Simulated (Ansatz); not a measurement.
# N on W(110): change of the work function, part 2 of 4

Wanted: Δφ(θ) for N/W(110), starting from the hollow site.

Ansatz 0.2.0; plane-wave DFT, PBE, Ansatz PAW.

So far, work function, upper face (eV): step 2 (the clean slab) 4.84.

### 3. The covered slab, k-mesh 4×4×1, coverage 0.111 ML

System of this step: W36N (N/W(110)). The cell holds 37 atoms: 36 W and 1 N. Cell: a = 8.210 Å, b = 8.210 Å, c = 26.557 Å, α = 90.0°, β = 90.0°, γ = 70.5°. Vacuum lies along c.

The clean slab as it ended is repeated in the plane and the adsorbate is set on one face; the cell's size fixes the coverage, and the k-mesh shrinks with it to keep the sampling density about even. Adsorbate and upper layers relax, since the dipole depends on the height.

input.yaml

```yaml
crystal:
  lattice:
    - [6.7033722855, -4.74, 0.0]
    - [6.7033722855, 4.74, 0.0]
    - [0.0, 0.0, 26.5566077499]
  atoms:
    - { symbol: W, position: [0.0, 0.0, 0.3388987059] }
    - { symbol: W, position: [0.1666666667, 0.1666666667, 0.4230381205] }
    - { symbol: W, position: [0.0, 0.0, 0.5086038405] }
    - { symbol: W, position: [0.1666666667, 0.1666666667, 0.5911508627] }
    - { symbol: W, position: [0.0, 0.3333333333, 0.3388987059] }
    - { symbol: W, position: [0.1666666667, 0.5, 0.4230381205] }
    - { symbol: W, position: [0.0, 0.3333333333, 0.5086038405] }
    - { symbol: W, position: [0.1666666667, 0.5, 0.5911508627] }
    - { symbol: W, position: [0.0, 0.6666666667, 0.3388987059] }
    - { symbol: W, position: [0.1666666667, 0.8333333333, 0.4230381205] }
    - { symbol: W, position: [0.0, 0.6666666667, 0.5086038405] }
    - { symbol: W, position: [0.1666666667, 0.8333333333, 0.5911508627] }
    - { symbol: W, position: [0.3333333333, 0.0, 0.3388987059] }
    - { symbol: W, position: [0.5, 0.1666666667, 0.4230381205] }
    - { symbol: W, position: [0.3333333333, 0.0, 0.5086038405] }
    - { symbol: W, position: [0.5, 0.1666666667, 0.5911508627] }
    - { symbol: W, position: [0.3333333333, 0.3333333333, 0.3388987059] }
    - { symbol: W, position: [0.5, 0.5, 0.4230381205] }
    - { symbol: W, position: [0.3333333333, 0.3333333333, 0.5086038405] }
    - { symbol: W, position: [0.5, 0.5, 0.5911508627] }
    - { symbol: W, position: [0.3333333333, 0.6666666667, 0.3388987059] }
    - { symbol: W, position: [0.5, 0.8333333333, 0.4230381205] }
    - { symbol: W, position: [0.3333333333, 0.6666666667, 0.5086038405] }
    - { symbol: W, position: [0.5, 0.8333333333, 0.5911508627] }
    - { symbol: W, position: [0.6666666667, 0.0, 0.3388987059] }
    - { symbol: W, position: [0.8333333333, 0.1666666667, 0.4230381205] }
    - { symbol: W, position: [0.6666666667, 0.0, 0.5086038405] }
    - { symbol: W, position: [0.8333333333, 0.1666666667, 0.5911508627] }
    - { symbol: W, position: [0.6666666667, 0.3333333333, 0.3388987059] }
    - { symbol: W, position: [0.8333333333, 0.5, 0.4230381205] }
    - { symbol: W, position: [0.6666666667, 0.3333333333, 0.5086038405] }
    - { symbol: W, position: [0.8333333333, 0.5, 0.5911508627] }
    - { symbol: W, position: [0.6666666667, 0.6666666667, 0.3388987059] }
    - { symbol: W, position: [0.8333333333, 0.8333333333, 0.4230381205] }
    - { symbol: W, position: [0.6666666667, 0.6666666667, 0.5086038405] }
    - { symbol: W, position: [0.8333333333, 0.8333333333, 0.5911508627] }
    - { symbol: "N", position: [0.28, 0.28, 0.6611012941] }
kpoints:
  mp_grid: { grid: [4, 4, 1] }
hamiltonian:
  xc: pbe
scf:
  occupations: { method: fermi_dirac, width: 0.1 }
  convergence: { dr2_threshold: 1.0e-08 }
efield:
  axis: 3
  dipole_correction: true
  ramp_position: 0.97
  ramp_width: 0.06
relax:
  f_tol: 0.02
  max_steps: 60
  constraints:
    - { sites: [0, 1, 4, 5, 8, 9, 12, 13, 16, 17, 20, 21, 24, 25, 28, 29, 32, 33] }
output:
  write_potential: true
  write_density: true
  volumetric_format: npy
```

Started as:

```sh
> ansatz run input.yaml --threads 4 --pin off --max-ram 16384MiB --backend cpu --events-out ev --progress --plain --runs-dir out
```

What it wrote:

```text
[...]
Crystal: 37 atoms, lattice volume = 1687.618 Å³
Basis set: ecut = 420 eV, 33033 PW (Γ), exchange–correlation on 120×120×360 points (8 copies of the dense FFT grid, shifted against one another)
Bands: 306, of which v1, the nominal top of the filled ones, is band 255 counted from 1 (254 counted from 0)
Symmetry: 2 space group operations
[...]
k-points: 7 of 16 (time reversal used)
[...]
SCF iter   1: F=—  HF=-374211.835429 eV  |F-HF|=—  |Δ(HF+E_count)|=         —  Δρ=9.34e-3  dr2=1.77e1  ethr=1.77e-3  p=-0.184 e·Å  D=-1.97e-2 V/Å  ΔV_dip=0.52 eV  dr2_dipole=3.02e-2  V_vac-E_F(+/−)=5.56/5.04 eV  ⟨swp⟩=11.1  Hψ=11277  notcnv=0
[...]
SCF iter  11: F=-374211.031071 eV  HF=-374211.031071 eV  |F-HF|=2.56e-9  |Δ(HF+E_count)|=   8.73e-9  Δρ=1.74e-7  dr2=9.89e-10  ethr=1.96e-12  p=-0.193 e·Å  D=-2.07e-2 V/Å  ΔV_dip=0.55 eV  dr2_dipole=1.50e-12  V_vac-E_F(+/−)=5.46/4.91 eV  ⟨swp⟩=11.1  Hψ=14784  notcnv=0
SCF 1 converged in 11 iterations: F = -374211.031071 eV  dr2 = 9.89e-10
[...]
relax step   1: F+E_penalty+E_count = -374211.03107114 eV  Δ(F+E_penalty+E_count) = +0.000e0 eV  max|allowed force component| = 5.579e0 eV/Å  Δτ_max = 0.0000 Å  (11 SCF iters, accepted)
[...]
SCF iter   9: F=-374212.508617 eV  HF=-374212.508617 eV  |F-HF|=4.41e-8  |Δ(HF+E_count)|=   1.84e-7  Δρ=5.55e-7  dr2=8.26e-9  ethr=1.96e-12  p=-0.136 e·Å  D=-1.46e-2 V/Å  ΔV_dip=0.39 eV  dr2_dipole=1.47e-11  V_vac-E_F(+/−)=5.30/4.91 eV  ⟨swp⟩=9.3  Hψ=16675  notcnv=0
SCF 2 converged in 9 iterations: F = -374212.508617 eV  dr2 = 8.26e-9
relax step   2: F+E_penalty+E_count = -374212.50861666 eV  Δ(F+E_penalty+E_count) = -1.478e0 eV  max|allowed force component| = 4.852e0 eV/Å  Δτ_max = 0.1949 Å  (9 SCF iters, accepted)
SCF iter   1: F=—  HF=-374213.518690 eV  |F-HF|=—  |Δ(HF+E_count)|=         —  Δρ=5.01e-3  dr2=4.21e-1  ethr=1.24e-3  p=-0.136 e·Å  D=-1.46e-2 V/Å  ΔV_dip=0.39 eV  dr2_dipole=1.87e-4  V_vac-E_F(+/−)=5.30/4.91 eV  ⟨swp⟩=5.6  Hψ=4380  notcnv=0
[...]
SCF iter   9: F=-374213.417420 eV  HF=-374213.417420 eV  |F-HF|=1.37e-8  |Δ(HF+E_count)|=   8.05e-8  Δρ=4.91e-7  dr2=7.80e-9  ethr=1.96e-12  p=-0.069 e·Å  D=-7.42e-3 V/Å  ΔV_dip=0.20 eV  dr2_dipole=3.61e-10  V_vac-E_F(+/−)=5.10/4.91 eV  ⟨swp⟩=9.6  Hψ=17767  notcnv=0
SCF 3 converged in 9 iterations: F = -374213.417420 eV  dr2 = 7.80e-9
[...]
relax step   3: F+E_penalty+E_count = -374213.41742032 eV  Δ(F+E_penalty+E_count) = -9.088e-1 eV  max|allowed force component| = 2.635e0 eV/Å  Δτ_max = 0.1950 Å  (9 SCF iters, accepted)
[...]
relax step   4: F+E_penalty+E_count = -374213.79998162 eV  Δ(F+E_penalty+E_count) = -3.826e-1 eV  max|allowed force component| = 8.836e-1 eV/Å  Δτ_max = 0.1918 Å  (9 SCF iters, accepted)
[...]
relax step   5: F+E_penalty+E_count = -374213.88812495 eV  Δ(F+E_penalty+E_count) = -8.814e-2 eV  max|allowed force component| = 4.439e-1 eV/Å  Δτ_max = 0.1985 Å  (9 SCF iters, accepted)
[...]
relax step   6: F+E_penalty+E_count = -374213.90112930 eV  Δ(F+E_penalty+E_count) = -1.300e-2 eV  max|allowed force component| = 7.650e-1 eV/Å  Δτ_max = 0.2000 Å  (10 SCF iters, accepted)
[...]
relax step   7: F+E_penalty+E_count = -374213.92793899 eV  Δ(F+E_penalty+E_count) = -2.681e-2 eV  max|allowed force component| = 1.036e-1 eV/Å  Δτ_max = 0.1043 Å  (8 SCF iters, accepted)
[...]
relax step   8: F+E_penalty+E_count = -374213.93096698 eV  Δ(F+E_penalty+E_count) = -3.028e-3 eV  max|allowed force component| = 4.954e-2 eV/Å  Δτ_max = 0.0443 Å  (8 SCF iters, accepted)
SCF iter   1: F=—  HF=-374213.930393 eV  |F-HF|=—  |Δ(HF+E_count)|=         —  Δρ=2.11e-4  dr2=9.42e-4  ethr=1.79e-6  p=-0.009 e·Å  D=-9.20e-4 V/Å  ΔV_dip=0.02 eV  dr2_dipole=4.33e-5  V_vac-E_F(+/−)=4.92/4.90 eV  ⟨swp⟩=2.9  Hψ=3387  notcnv=0
[...]
SCF iter   7: F=-374213.931513 eV  HF=-374213.931513 eV  |F-HF|=1.22e-8  |Δ(HF+E_count)|=   3.82e-8  Δρ=2.30e-7  dr2=1.23e-9  ethr=1.96e-12  p=-0.010 e·Å  D=-1.03e-3 V/Å  ΔV_dip=0.03 eV  dr2_dipole=3.32e-12  V_vac-E_F(+/−)=4.92/4.90 eV  ⟨swp⟩=11.9  Hψ=15769  notcnv=0
SCF 9 converged in 7 iterations: F = -374213.931513 eV  dr2 = 1.23e-9
relax step   9: F+E_penalty+E_count = -374213.93151299 eV  Δ(F+E_penalty+E_count) = -5.460e-4 eV  max|allowed force component| = 1.041e-2 eV/Å  Δτ_max = 0.0056 Å  (7 SCF iters, accepted)
NSCF: frozen V_eff on 7 k-points
[...]
SCF converged after 7 iterations
Free energy (F): -374213.931513 eV
[...]
Internal energy: -374213.081512 eV  (E = F + TS)
E sigma→0 (E₀):  -374213.506512 eV
Entropy (-TS):   -0.850001 eV (-22.973 meV/atom)
Fermi energy:    4.529408 eV
Dipole field:    D = -0.001029 V/Å  (p = -0.009598 e·Å, saw-weighted, corrected)
Work function:   Φ+ = 4.9234 eV   Φ− = 4.8961 eV
[...]
--- Forces (eV/Å), atoms counted from 1 ---
  atom   1  W     -0.03683436     0.00000000     0.43189923
  atom   2  W      0.02657361     0.00000000    -0.26473782
  atom   3  W      0.00143257     0.00000000    -0.00056726
  atom   4  W      0.00475867     0.00000000     0.00086420
  atom   5  W      0.03853281    -0.06364490     0.33952565
  atom   6  W      0.01266421     0.06238781    -0.45682633
  atom   7  W      0.00220011    -0.00073345     0.00122968
  atom   8  W     -0.01041373    -0.00206441     0.00413002
  atom   9  W     -0.00396234    -0.07934978     0.35087907
  atom  10  W      0.08035231    -0.00102183    -0.39972210
  atom  11  W     -0.00071345    -0.00084586    -0.00195700
  atom  12  W      0.00301554     0.00227049    -0.00083399
  atom  13  W      0.03853281     0.06364490     0.33952565
  atom  14  W      0.01266421    -0.06238781    -0.45682633
  atom  15  W      0.00220011     0.00073345     0.00122968
  atom  16  W     -0.01041373     0.00206441     0.00413002
  atom  17  W      0.00233557     0.00000000     0.37387275
  atom  18  W     -0.01436175     0.00000000    -0.25085128
  atom  19  W      0.00138175     0.00000000    -0.00098239
  atom  20  W     -0.00113016     0.00000000     0.00541816
  atom  21  W     -0.03055555    -0.02936362     0.33902554
  atom  22  W     -0.09468378    -0.01907348    -0.36871519
  atom  23  W     -0.00120728    -0.00025643    -0.00297136
  atom  24  W      0.00516329    -0.00184400    -0.00135360
  atom  25  W     -0.00396234     0.07934978     0.35087907
  atom  26  W      0.08035231     0.00102183    -0.39972210
  atom  27  W     -0.00071345     0.00084586    -0.00195700
  atom  28  W      0.00301554    -0.00227049    -0.00083399
  atom  29  W     -0.03055555     0.02936362     0.33902554
  atom  30  W     -0.09468378     0.01907348    -0.36871519
  atom  31  W     -0.00120728     0.00025643    -0.00297136
  atom  32  W      0.00516329     0.00184400    -0.00135360
  atom  33  W      0.02440061     0.00000000     0.42790366
  atom  34  W     -0.00817769     0.00000000    -0.32713633
  atom  35  W     -0.00030757     0.00000000     0.00185922
  atom  36  W      0.00027753     0.00000000     0.00028551
  atom  37  N     -0.00113576     0.00000000    -0.00263890
  max |Σ_I F_I| component: 9.50e-6 eV/Å
--- Band table (eV; the first three rows and the last of 7) ---
  k-point 0: bands = [... 251 lower, 4.3190, 4.3270, 4.4220, 4.5077, 4.9641, 5.0078, 5.0949, 5.2258, ... 47 higher]
  k-point 1: bands = [... 251 lower, 4.3955, 4.5216, 4.5780, 4.6189, 4.6673, 4.7252, 4.7923, 4.8912, ... 47 higher]
  k-point 2: bands = [... 251 lower, 4.5160, 4.5360, 4.5777, 4.6645, 4.6966, 4.7255, 4.7756, 4.9009, ... 47 higher]
  k-point 6: bands = [... 251 lower, 3.9169, 4.0386, 4.1210, 4.3175, 4.3499, 4.3729, 4.4931, 4.6079, ... 47 higher]
--- Relaxed structure (9 steps of the walk, 9 accepted, 0 SCFs on fresh bases) ---
  F+E_penalty+E_count = -374213.93151299 eV   max|allowed force component| = 1.041e-2 eV/Å
  atoms:
    - { symbol: W, position: [0.0, 0.0, 0.338899] }
    - { symbol: W, position: [0.1666666667, 0.1666666667, 0.4230381205] }
    - { symbol: W, position: [0.000919825, 0.000919825, 0.508712] }
    - { symbol: W, position: [0.165730, 0.165730, 0.592792] }
    - { symbol: W, position: [-2.775558e-17, 0.333333, 0.338899] }
    - { symbol: W, position: [0.166667, 0.5, 0.4230381205] }
    - { symbol: W, position: [0.000485866, 0.334310, 0.508764] }
    - { symbol: W, position: [0.166503, 0.500983, 0.593172] }
    - { symbol: W, position: [0.0, 0.6666666667, 0.338899] }
    - { symbol: W, position: [0.166667, 0.8333333333, 0.4230381205] }
    - { symbol: W, position: [-0.0012496, 0.668783, 0.507838] }
    - { symbol: W, position: [0.167286, 0.834743, 0.591225] }
    - { symbol: W, position: [0.333333, -2.775558e-17, 0.338899] }
    - { symbol: W, position: [0.5, 0.166667, 0.4230381205] }
    - { symbol: W, position: [0.334310, 0.000485866, 0.508764] }
    - { symbol: W, position: [0.500983, 0.166503, 0.593172] }
    - { symbol: W, position: [0.3333333333, 0.3333333333, 0.338899] }
    - { symbol: W, position: [0.5, 0.5, 0.4230381205] }
    - { symbol: W, position: [0.333492, 0.333492, 0.508551] }
    - { symbol: W, position: [0.503474, 0.503474, 0.591512] }
    - { symbol: W, position: [0.333333, 0.6666666667, 0.338899] }
    - { symbol: W, position: [0.500000, 0.833333, 0.4230381205] }
    - { symbol: W, position: [0.332132, 0.666867, 0.508839] }
    - { symbol: W, position: [0.500025, 0.832989, 0.590309] }
    - { symbol: W, position: [0.6666666667, 0.0, 0.338899] }
    - { symbol: W, position: [0.8333333333, 0.166667, 0.4230381205] }
    - { symbol: W, position: [0.668783, -0.0012496, 0.507838] }
    - { symbol: W, position: [0.834743, 0.167286, 0.591225] }
    - { symbol: W, position: [0.6666666667, 0.333333, 0.338899] }
    - { symbol: W, position: [0.833333, 0.500000, 0.4230381205] }
    - { symbol: W, position: [0.666867, 0.332132, 0.508839] }
    - { symbol: W, position: [0.832989, 0.500025, 0.590309] }
    - { symbol: W, position: [0.6666666667, 0.6666666667, 0.338899] }
    - { symbol: W, position: [0.8333333333, 0.8333333333, 0.4230381205] }
    - { symbol: W, position: [0.666202, 0.666202, 0.508543] }
    - { symbol: W, position: [0.834592, 0.834592, 0.590300] }
    - { symbol: N, position: [0.304003, 0.304003, 0.635109] }
```

The job ended after 27 min (4 threads of Arm Neoverse V1, shared host; peak memory 9.3 GiB; 1.8 h of CPU time).

This run has no spin polarisation although its electron count is odd.

The steps of the relaxation:

| step | energy less that of the first step (eV) | largest force component (eV/Å) |
| --- | --- | --- |
| 1 | 0.0000 | 5.5788 |
| 2 | -1.4775 | 4.8517 |
| 3 | -2.3863 | 2.6348 |
| 4 | -2.7689 | 0.8836 |
| 5 | -2.8571 | 0.4439 |
| 6 | -2.8701 | 0.7650 |
| 7 | -2.8969 | 0.1036 |
| 8 | -2.8999 | 0.0495 |
| 9 | -2.9004 | 0.0104 |

Forces are held to the 2 operations that the program found; a distortion that breaks them can't arise in this run.

The atoms that moved most (Å):

| atom | dx | dy | dz | length |
| --- | --- | --- | --- | --- |
| N37 | 0.322 | 0.000 | -0.690 | 0.762 |
| W8 | 0.005 | 0.005 | 0.054 | 0.054 |
| W16 | 0.005 | -0.005 | 0.054 | 0.054 |
| W20 | 0.047 | 0.000 | 0.010 | 0.048 |
| W4 | -0.013 | 0.000 | 0.044 | 0.045 |
| W36 | 0.017 | 0.000 | -0.023 | 0.028 |
| W11 | 0.006 | 0.016 | -0.020 | 0.026 |
| W27 | 0.006 | -0.016 | -0.020 | 0.026 |

The relaxed structure:

```cif
data_structure
_symmetry_space_group_name_H-M 'P 1'
_symmetry_Int_Tables_number 1
_cell_length_a 8.2099
_cell_length_b 8.2099
_cell_length_c 26.5566
_cell_angle_alpha 90.000
_cell_angle_beta 90.000
_cell_angle_gamma 70.529
_cell_volume 1687.62
loop_
_atom_site_label
_atom_site_type_symbol
_atom_site_fract_x
_atom_site_fract_y
_atom_site_fract_z
_atom_site_occupancy
W1 W 0.00000 0.00000 0.33890 1
W2 W 0.16667 0.16667 0.42304 1
W3 W 0.00092 0.00092 0.50871 1
W4 W 0.16573 0.16573 0.59279 1
W5 W 0.00000 0.33333 0.33890 1
W6 W 0.16667 0.50000 0.42304 1
W7 W 0.00049 0.33431 0.50876 1
W8 W 0.16650 0.50098 0.59317 1
W9 W 0.00000 0.66667 0.33890 1
W10 W 0.16667 0.83333 0.42304 1
W11 W 0.99875 0.66878 0.50784 1
W12 W 0.16729 0.83474 0.59123 1
W13 W 0.33333 0.00000 0.33890 1
W14 W 0.50000 0.16667 0.42304 1
W15 W 0.33431 0.00049 0.50876 1
W16 W 0.50098 0.16650 0.59317 1
W17 W 0.33333 0.33333 0.33890 1
W18 W 0.50000 0.50000 0.42304 1
W19 W 0.33349 0.33349 0.50855 1
W20 W 0.50347 0.50347 0.59151 1
W21 W 0.33333 0.66667 0.33890 1
W22 W 0.50000 0.83333 0.42304 1
W23 W 0.33213 0.66687 0.50884 1
W24 W 0.50003 0.83299 0.59031 1
W25 W 0.66667 0.00000 0.33890 1
W26 W 0.83333 0.16667 0.42304 1
W27 W 0.66878 0.99875 0.50784 1
W28 W 0.83474 0.16729 0.59123 1
W29 W 0.66667 0.33333 0.33890 1
W30 W 0.83333 0.50000 0.42304 1
W31 W 0.66687 0.33213 0.50884 1
W32 W 0.83299 0.50003 0.59031 1
W33 W 0.66667 0.66667 0.33890 1
W34 W 0.83333 0.83333 0.42304 1
W35 W 0.66620 0.66620 0.50854 1
W36 W 0.83459 0.83459 0.59030 1
N37 N 0.30400 0.30400 0.63511 1
```

This step gave:

```
energy at zero smearing        : -374213.5065 eV
work function, upper face      : 4.923 eV
work function, lower face      : 4.896 eV
dipole along the normal        : -0.009598 e·Å
step between the vacuum levels : 0.02733 eV
```

Running mean over 2.234 Å of the planar mean; the ramp of the sawtooth is left out. Electron's electrostatic potential energy less the Fermi level against z:

z (Å), electron's electrostatic potential energy less the Fermi level (eV) and a bar from the least value:
```
      3.5        4.9 ##############################
      4.0        4.9 ##############################
      4.5        4.9 ##############################
      5.0        4.9 ##############################
      5.5        4.9 ##############################
      6.0        4.8 ##############################
      6.5        4.4 #############################
      7.0        3.3 ###########################
      7.5       -0.1 ######################
      8.0       -5.8 ############
      8.5      -10.5 ####
      9.0      -12.2 #
      9.5      -12.5 #
     10.0      -12.6 #
     10.5      -12.7 
     11.0      -12.7 
     11.5      -12.7 
     12.0      -12.5 #
     12.5      -12.4 #
     13.0      -12.6 #
     13.5      -12.7 
     14.0      -12.9 
     14.5      -12.9 
     15.0      -12.8 
     15.5      -12.6 #
     16.0      -11.9 ##
     16.5       -8.6 #######
     17.0       -2.9 #################
     17.5        1.7 #########################
     18.0        3.9 ############################
     18.5        4.6 ##############################
     19.0        4.9 ##############################
     19.5        4.9 ##############################
     20.0        4.9 ##############################
     20.5        4.9 ##############################
     21.0        4.9 ##############################
     21.5        4.9 ##############################
     22.0        4.9 ##############################
     22.5        4.9 ##############################
     23.0        4.9 ##############################
```

The relaxation took 9 steps and lowered the energy by 2.9 eV; the largest force on the free atoms ends at 0.010 eV/Å.

The covered face has 4.92 eV, +0.08 eV against the clean one; the bare back face has moved by -0.00 eV, a measure of how thin the slab is.

[end of part 2 of 4]

[Long decimals in the printed logs are rounded to 6 places.]

[Logs are printed without paths, hosts, clocks, repeated set-up lines and the standing remarks that a program may print on its own settings, such as how far it seeks lower states.]

[Hosts, paths, dates, database ids (printed as entryN), source tags and the programs' standing remarks are cut or masked in the printed files.]

[Maps of the electrostatic potential energy from Ansatz leave out the sawtooth potential of an applied field or a dipole correction, so their vacuum need not be flat; planar profiles and work functions include it.]
